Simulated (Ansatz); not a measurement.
Reflectivity of TaSi2 (P6_222) at normal incidence (Ansatz, PBE, independent particles, without spin-orbit coupling, line width 0.1 eV (Gaussian), carrier damping 0.03 eV):

```csv
E (eV),R (%)
1.00,47.6
1.25,48.2
1.50,47.2
1.75,48.2
2.00,51.2
2.25,55.0
2.50,57.4
2.75,55.8
3.00,53.5
3.25,51.9
3.50,53.0
3.75,53.9
4.00,49.3
4.25,51.3
4.50,53.4
4.75,54.4
5.00,56.0
```

**Question.** What colour would a polished face show in daylight?

**Answer.** Light grey: CIE x = 0.306, y = 0.328, luminous reflectivity 54 % under D65, from the mean over the axes.

[Logs are printed without paths, hosts, clocks, repeated set-up lines and the standing remarks that a program may print on its own settings, such as how far it seeks lower states.]
